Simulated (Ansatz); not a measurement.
**Hole trapping at K_Mg in MgO (Fm-3m)**

Aim: find out where the hole of K_Mg in MgO (Fm-3m) sits and how deep its level is. The trial puts the hole on a neighbouring O atom. The model is a cell of 128 host atoms with 1 Mg taken out and 1 K put in.

Calculated with Ansatz 0.2.0; plane-wave PAW DFT, HSE06; relaxation of all atoms of a supercell.

This is a report of a sequence of runs, with most program output left out.

In doubt: the hybrid run may have settled on a false gap or state (step 2), so the values of those runs are not to be relied on.

## 1. The starting structure

The cell holds 128 atoms: 63 Mg, 64 O and 1 K. Cell: a = 11.919 Å, b = 11.919 Å, c = 11.919 Å, α = 60.0°, β = 60.0°, γ = 60.0°. It derives from MgO (space group Fm-3m). Nearest the centre at fractional (0.375, 0.375, 0.625): O46 at 0.00 Å, Mg47 at 2.31 Å, Mg53 at 2.31 Å, Mg77 at 2.31 Å, K85 at 2.31 Å, Mg79 at 2.31 Å, Mg55 at 2.31 Å, O22 at 2.98 Å.

Known beforehand: the electronic dielectric constant, 3.25, and the static one, 10.36, computed on the host (DFPT, PBEsol).

The cell's shortest repeat is 11.9 Å.

The centre named in tables marks the trial (one O atom next to the defect), and distances without another origin count from it. The distances above are those of the displaced start.

## 2. Relaxation with the hole, HSE06

Semilocal functionals spread an added carrier through self-interaction, so the relaxation is made with exact exchange mixed in. The share of exact exchange was chosen, not fitted; 1/ε∞ of the host is 0.31. To give the hole a place, the spin starts on one O atom next to the defect, with the atom or atoms nearest to it pushed away. The total moment is locked to that of one carrier.

Input file q0_M1_trap.hrelax/input.yaml:

```yaml
crystal:
  lattice:
    - [0.0, 8.42811523, 8.42811523]
    - [8.42811523, 0.0, 8.42811523]
    - [8.42811523, 8.42811523, 0.0]
  atoms:
    - { symbol: Mg, position: [0.0, 0.0, 0.0] }
    - { symbol: O, position: [0.125, 0.125, 0.125] }
[... 5 atom lines left out ...]
    - { symbol: O, position: [0.125, 0.125, 0.875] }
[... 5 atom lines left out ...]
    - { symbol: O, position: [0.125, 0.375, 0.625] }
[... 1 atom line left out ...]
    - { symbol: O, position: [0.125, 0.375, 0.875] }
[... 3 atom lines left out ...]
    - { symbol: O, position: [0.125, 0.625, 0.375] }
[... 1 atom line left out ...]
    - { symbol: O, position: [0.125, 0.625, 0.625] }
    - { symbol: Mg, position: [0.0, 0.5, 0.75] }
    - { symbol: O, position: [0.125, 0.625, 0.875] }
[... 4 atom lines left out ...]
    - { symbol: Mg, position: [0.0, 0.75, 0.5] }
[... 3 atom lines left out ...]
    - { symbol: Mg, position: [0.25, 0.0, 0.0] }
[... 4 atom lines left out ...]
    - { symbol: O, position: [0.375, 0.125, 0.625] }
[... 1 atom line left out ...]
    - { symbol: O, position: [0.375, 0.125, 0.875] }
    - { symbol: Mg, position: [0.25, 0.25, 0.0] }
[... 2 atom lines left out ...]
    - { symbol: O, position: [0.375, 0.375, 0.375] }
    - { symbol: Mg, position: [0.25, 0.25, 0.5] }
    - { symbol: O, position: [0.375, 0.375, 0.625], spin: 1.0 }
    - { symbol: Mg, position: [0.238135, 0.238135, 0.761865] }
    - { symbol: O, position: [0.375, 0.375, 0.875] }
[... 3 atom lines left out ...]
    - { symbol: O, position: [0.375, 0.625, 0.375] }
    - { symbol: Mg, position: [0.238135, 0.511865, 0.488135] }
    - { symbol: O, position: [0.375, 0.625, 0.625] }
    - { symbol: Mg, position: [0.238135, 0.511865, 0.761865] }
[... 5 atom lines left out ...]
    - { symbol: Mg, position: [0.25, 0.75, 0.5] }
[... 3 atom lines left out ...]
    - { symbol: Mg, position: [0.5, 0.0, 0.0] }
[... 2 atom lines left out ...]
    - { symbol: O, position: [0.625, 0.125, 0.375] }
    - { symbol: Mg, position: [0.5, 0.0, 0.5] }
    - { symbol: O, position: [0.625, 0.125, 0.625] }
    - { symbol: Mg, position: [0.5, 0.0, 0.75] }
    - { symbol: O, position: [0.625, 0.125, 0.875] }
    - { symbol: Mg, position: [0.5, 0.25, 0.0] }
[... 1 atom line left out ...]
    - { symbol: Mg, position: [0.5, 0.25, 0.25] }
    - { symbol: O, position: [0.625, 0.375, 0.375] }
    - { symbol: Mg, position: [0.511865, 0.238135, 0.488135] }
    - { symbol: O, position: [0.625, 0.375, 0.625] }
    - { symbol: Mg, position: [0.511865, 0.238135, 0.761865] }
[... 3 atom lines left out ...]
    - { symbol: Mg, position: [0.5, 0.5, 0.25] }
    - { symbol: O, position: [0.625, 0.625, 0.375] }
    - { symbol: K, position: [0.511865, 0.511865, 0.488135] }
[... 1 atom line left out ...]
    - { symbol: Mg, position: [0.5, 0.5, 0.75] }
[... 3 atom lines left out ...]
    - { symbol: Mg, position: [0.5, 0.75, 0.25] }
[... 1 atom line left out ...]
    - { symbol: Mg, position: [0.5, 0.75, 0.5] }
[... 7 atom lines left out ...]
    - { symbol: Mg, position: [0.75, 0.0, 0.5] }
[... 7 atom lines left out ...]
    - { symbol: Mg, position: [0.75, 0.25, 0.5] }
[... 1 atom line left out ...]
    - { symbol: Mg, position: [0.75, 0.25, 0.75] }
[... 3 atom lines left out ...]
    - { symbol: Mg, position: [0.75, 0.5, 0.25] }
[... 1 atom line left out ...]
    - { symbol: Mg, position: [0.75, 0.5, 0.5] }
[... 10 atom lines left out ...]
    - { symbol: O, position: [0.875, 0.875, 0.875] }
  host:
    repeats: [4, 4, 4]
    atoms:
      - { symbol: Mg, position: [0.0, 0.0, 0.0] }
      - { symbol: O, position: [0.5, 0.5, 0.5] }
basis:
  ecutwfc: 420
  xc_grid: 2
hamiltonian:
  xc: hse06
kpoints:
  mp_grid: { grid: [1, 1, 1] }
magnetization:
  spin_polarized: true
  initial_magnetization: 1
  spin_locking: { lock_magnetization: hard }
scf:
  occupations: { method: fixed }
  max_iter: 60
output:
  forces: true
  charged_corrections:
    epsilon: 3.25
    static_epsilon: 10.36
    defect_position: [0.375, 0.375, 0.625]
relax:
  f_tol: 0.03
  max_steps: 45
  random_displacement: { amplitude: 0.04, seed: 200 }
checkpoint:
  write: "../q0_M1_trap.hrelax.run"
  compress: false
  write_wavefunctions: true
  write_every: 100000
```

The run is started by

```sh
> ansatz run input.yaml --threads 32 --pin off --max-ram 84787MiB --backend cuda --events-out ev --progress --plain --runs-dir out --max-vram 78GiB
```

It took 2.2 min on 1 × NVIDIA GB200 with 32 threads of Arm Neoverse V2, shared host; peak memory 2.5 GiB; 6.2 min of CPU time.

The steps of the relaxation:

```tsv
step	energy less that of the first step (eV)	largest force component (eV/Å)
1	0.0000	5.9387
2	-3.8069	1.9402
3	-4.4577	0.5902
4	-3.1455	1.9322
5	-4.6240	0.1424
6	-4.4940	0.5370
7	-4.6333	0.0536
8	-4.6344	0.0451
9	-4.6355	0.0439
10	-4.6364	0.0162
11	-4.6364	0.0166
```

Relaxation steps 4, 6 were tried and not accepted.

The atoms that moved most (Å, from the sites as typed, ahead of the random displacement, the mean shift of all atoms taken out):

```tsv
atom	dx	dy	dz	length
O78	0.000	0.218	-0.007	0.218
O54	0.218	0.000	-0.007	0.218
O76	-0.217	0.001	-0.007	0.218
O52	0.000	-0.217	-0.007	0.217
K85	0.000	0.000	-0.215	0.215
O84	-0.001	0.000	0.157	0.157
O46	0.000	0.001	-0.148	0.148
Mg77	0.110	0.000	0.011	0.111
```

The moves above count from the input, in which the atoms at the trial site were already displaced.

Neighbours of K85 at the end:

```tsv
atom	distance (Å)
O46	2.240
O84	2.279
O52	2.324
O54	2.324
O78	2.325
O76	2.325
Mg83	3.000
Mg109	3.000
Mg87	3.000
Mg61	3.001
Mg91	3.007
Mg117	3.007
Mg93	3.007
Mg115	3.008
Mg79	3.025
Mg55	3.025
```

Largest moments: 0.56 μB on O46, 0.15 μB on O84 and 0.04 μB on K85. The sizes of the moments in the atoms' spheres add to about 1.0 μB, shared by 2.7 atoms in effect, 77 % of it within 3.2 Å of the largest: the carrier is localised at or next to the trial site.

## 3. The states that it is compared with

Its energy has a meaning only beside the cell without the carrier and a start that doesn't choose a site, under the same functional.

Times on 1 × NVIDIA GB200 with 32 threads of Arm Neoverse V2, shared host:

```tsv
charge	start	kind	largest moment on one atom (μB)	time
−1	small random displacements	relaxation	-	31 s
0	small random displacements	relaxation, state in doubt	0.36	2.8 min
```

Distances from O46, which holds the largest moment, without and with the hole:

```tsv
atom	without (Å)	with (Å)	change (Å)
Mg47	1.94	2.08	0.14
Mg55	2.12	2.20	0.08
Mg79	2.12	2.20	0.08
Mg77	2.12	2.20	0.08
Mg53	2.12	2.20	0.08
K85	2.32	2.24	-0.08
```

Among the unlike neighbours of O46, the distance changes most, or as much as any, to Mg47, from 1.94 to 2.08 Å.

## 4. States in the gap, HSE06

A single point on the relaxed atoms asks for the levels and how far each is spread.

Input file q0_M1_trap.hyb/input.yaml:

```yaml
crystal:
  checkpoint: "../q0_M1_trap.hrelax.run"
  host: checkpoint
basis:
  ecutwfc: 420
  xc_grid: 2
hamiltonian:
  xc: hse06
kpoints:
  mp_grid: { grid: [1, 1, 1] }
magnetization:
  spin_polarized: true
  initial_magnetization: 1
  spin_locking: { lock_magnetization: hard }
scf:
  occupations: { method: fixed }
  max_iter: 60
output:
  forces: true
  charged_corrections:
    epsilon: 3.25
    static_epsilon: 10.36
    defect_position: [0.375, 0.375, 0.625]
  eigenvalues: true
  eigenstates: { localisation: true }
  efg: {}
checkpoint:
  read: "../q0_M1_trap.hrelax.run"
  write: "../q0_M1_trap.hyb.run"
  compress: false
  write_wavefunctions: true
  write_every: 100000
```

Wall time 22 s (1 × NVIDIA GB200 with 32 threads); peak memory 2.6 GiB.

States next to the filling edge at the first k-point, on the run's own zero (eigenstates.tsv). The participation number counts the atoms that a state is spread over, of 128; bands count from 0.

```tsv
spin	band	energy (eV)	occupation	participation	largest share on	share
down	505	6.729	1.00	17.5	O52	0.16
down	506	6.729	1.00	17.6	O54	0.16
down	507	6.743	1.00	10.0	O84	0.30
down	508	6.897	1.00	61.0	O46	0.05
down	509	7.011	1.00	25.2	O78	0.12
down	510	7.011	1.00	25.1	O76	0.12
down	511	7.817	0.00	3.2	O46	0.53
down	512	13.468	0.00	127.1	Mg53	0.01
down	513	15.859	0.00	67.0	Mg43	0.03
down	514	15.880	0.00	67.5	O122	0.04
down	515	15.884	0.00	69.9	Mg65	0.03
up	506	6.692	1.00	23.7	O54	0.08
up	507	6.724	1.00	17.4	O78	0.16
up	508	6.724	1.00	17.4	O54	0.16
up	509	6.922	1.00	67.8	O76	0.02
up	510	6.997	1.00	25.7	O78	0.12
up	511	6.997	1.00	25.6	O76	0.12
up	512	13.461	0.00	127.1	Mg53	0.01
up	513	15.845	0.00	65.3	O46	0.04
up	514	15.859	0.00	67.0	Mg43	0.03
up	515	15.879	0.00	68.9	Mg65	0.03
up	516	15.879	0.00	68.9	Mg17	0.03
```

Under HSE06 at the zone centre alone, the highest filled state is spin down, spread over 25 of 128 atoms, and the lowest empty one, 0.81 eV above it, is spin down, spread over 3 of 128 atoms.

The largest moments in the atoms' spheres: O46 0.56, O84 0.15, K85 0.04, O40 0.03, O38 0.03, O16 0.03 μB.

Isotropic hyperfine couplings from the contact spin densities (Fermi contact term with core polarisation, no dipolar part), the largest:

```tsv
atom	isotope	distance from the centre (Å)	contact spin density (e/Å³)	A (MHz)
O46	17O	0.14	0.416	-37.4
O84	17O	4.38	0.193	-17.3
Mg47	25Mg	2.22	-0.141	5.7
K85	39K	2.10	-0.103	-3.2
O40	17O	2.96	0.0247	-2.2
O38	17O	2.96	0.0245	-2.2
O16	17O	2.96	0.0243	-2.2
O14	17O	2.96	0.0241	-2.2
Mg77	25Mg	2.20	-0.0356	1.4
Mg79	25Mg	2.19	-0.0356	1.4
```

The start from small random displacements ends with the hole localised, shared by O76 and O54, at the same uncorrected energy within 0.02 eV.

## 5. Placing the level against the band edges

A charged cell interacts with its images and has another zero of potential than the host, so place-levels corrects and aligns it with a run of the defect-free crystal.

Input file levels.hyb.yaml:

```yaml
host:
  run: host.hyb.run
states: [q0_M1_trap.hyb.run, qm1.hyb.run, q0_M1.hyb.run]
geometry_from:
  q0_M1_trap.hyb.run: q0_M1_trap.hrelax.run
  qm1.hyb.run: qm1.hrelax.run
  q0_M1.hyb.run: q0_M1.hrelax.run
chemical_potentials:
  Mg:
    energy: -1924.086455
    dataset: "<sha256 of the dataset>"
  K:
    energy: -1538.634953
    dataset: <sha256 of the dataset>
```

The run is started by

```sh
> ansatz place-levels levels.hyb.yaml -- --threads 32 --pin off --max-ram 84787MiB
```

It took 0.34 s on 32 threads.

The (0/−1) level lies 0.56 eV above the valence top, in a gap of 6.48 eV.

## 6. Koopmans check

With the atoms held, the hole is filled again. If the energy is linear in the filling of the trapped state, its one-particle level equals the difference of the two total energies; the miss tells whether the cure for self-interaction is too weak or too strong.

Input file vertical.hyb.yaml:

```yaml
host:
  run: host.hyb.run
states: [q0_M1_trap.hyb.run, qm1.hyb.run, q0_M1.hyb.run]
geometry_from:
  q0_M1_trap.hyb.run: q0_M1_trap.hrelax.run
  qm1.hyb.run: qm1.hrelax.run
  q0_M1.hyb.run: q0_M1.hrelax.run
  q0_M1_trap.hyb.at_qm1.run: q0_M1_trap.hrelax.run
  q0_M1.hyb.at_qm1.run: q0_M1.hrelax.run
chemical_potentials:
  Mg:
    energy: -1924.086455
    dataset: "<sha256 of the dataset>"
  K:
    energy: -1538.634953
    dataset: <sha256 of the dataset>
epsilon: 3.25
static_epsilon: 10.36
vertical:
  - { from: q0_M1_trap.hyb.run, to: q0_M1_trap.hyb.at_qm1.run, alignment: { sites: { defect_position: [0.375, 0.375, 0.625] } } }
  - { from: q0_M1.hyb.run, to: q0_M1.hyb.at_qm1.run, alignment: { sites: { defect_position: [0.375, 0.375, 0.625] } } }
```

The run is started by

```sh
> ansatz place-levels vertical.hyb.yaml -- --threads 32 --pin off --max-ram 84787MiB
```

Wall time 0.76 s (32 threads).

For the trial state:

```tsv
vertical level from total energies (eV)	its correction (eV)	one-particle level at charge 0 (eV)	at charge −1 (eV)
1.69	0.66	0.96	2.44
```

All above the valence top and corrected for the images. The level at charge 0 misses the vertical level by 0.72 eV. The state from the random start, at the same energy, misses by 0.60 eV.

## 7. Relaxing again with PBEsol

The relaxed structure is now handed to a plain semilocal functional and relaxed again, to see what is left without exact exchange or U. The start is the structure of HSE06.

Input file q0_M1_trap.semirelax/input.yaml:

```yaml
crystal:
  checkpoint: "../q0_M1_trap.hrelax.run"
  host: checkpoint
basis:
  ecutwfc: 420
  xc_grid: 2
hamiltonian:
  xc: pbesol
kpoints:
  mp_grid: { grid: [1, 1, 1] }
magnetization:
  spin_polarized: true
  initial_magnetization: 1
  spin_locking: { lock_magnetization: hard }
scf:
  occupations: { method: fermi_dirac, width: 0.01 }
  max_iter: 60
output:
  forces: true
  charged_corrections:
    epsilon: 3.25
    static_epsilon: 10.36
    defect_position: [0.375, 0.375, 0.625]
relax:
  f_tol: 0.02
  max_steps: 60
  escape_saddle: false
checkpoint:
  read: "../q0_M1_trap.hrelax.run"
  write: "../q0_M1_trap.semirelax.run"
  compress: false
  write_wavefunctions: true
  write_every: 100000
```

The run is started by

```sh
> ansatz run input.yaml --threads 32 --pin off --max-ram 84787MiB --backend cuda --events-out ev --progress --plain --runs-dir out --max-vram 78GiB
```

Wall time 6.7 s (1 × NVIDIA GB200 with 32 threads); peak memory 2.1 GiB; 21 s of CPU time.

The relaxation took 4 steps and gained 0.22 eV.

From the single point at the end of this step. The sizes of the moments in the atoms' spheres add to about 0.9 μB, shared by about 29 atoms in effect: the carrier has spread out.

No level is given here: it was not placed, or its alignment, its sampling or the host's magnetic order did not stand the tests.

## 8. All levels of theory side by side

```tsv
level of theory	atoms	gap (eV)	atoms that share the moment	localised	level (0/−1) above the valence top (eV)	Koopmans miss (eV)	time for the trial state
HSE06 †	relaxed	6.48	2.7	yes	0.56	-0.72	2.6 min
PBEsol	relaxed	-	about 29	no	-	-	12 s
```

† Here the hybrid relaxation or its single point carries a warning about the state that it reached (a narrow gap in its semilocal warm-up or between frontier levels), so a lower state with the carrier may exist.

## 9. Outcome

| Property | Result |
| --- | --- |
| carrier localised (PBEsol) | no |
| state found, lowest state in doubt (HSE06) | localised |

In words: With HSE06 the hole is bound, on about 3 atoms, most on O46, and (0/−1) lies 0.56 eV above the valence top, a deep level. The hybrid relaxation or its single point carries a warning about the state that it reached (a narrow gap in its semilocal warm-up or between frontier levels), so a lower state with the carrier may exist; the numbers describe the state found. Among the unlike neighbours of O46, the distance changes most, or as much as any, to Mg47, from 1.94 to 2.08 Å (HSE06). The answer hangs on the method: localised after relaxing with HSE06, spread with PBEsol. Semilocal functionals favour spread carriers, so their answer alone decides nothing. HSE06, the one setting checked, misses the Koopmans condition by 0.72 eV, in the direction of too weak a cure for self-interaction, so trapping is likely understated there. The start from small random displacements ends with the hole localised, shared by O76 and O54, at the same uncorrected energy within 0.02 eV. A relaxation step took 12 s with HSE06 and 1.7 s with PBEsol. One trial site was relaxed beside one random start, so another site or form can lie lower. Keep in mind: sampling at the zone centre alone can move energies of charged and open-shell states by tenths of an eV or more in cells of this size.

[Logs are printed without paths, hosts, clocks, repeated set-up lines and the standing remarks that a program may print on its own settings, such as how far it seeks lower states.]

[Hosts, paths, dates, database ids (printed as entryN), source tags and the programs' standing remarks are cut or masked in the printed files.]

[For some hosts the program warned that the k-mesh of the response run may be too coarse for force constants and the static dielectric constant; such warnings are not shown here.]
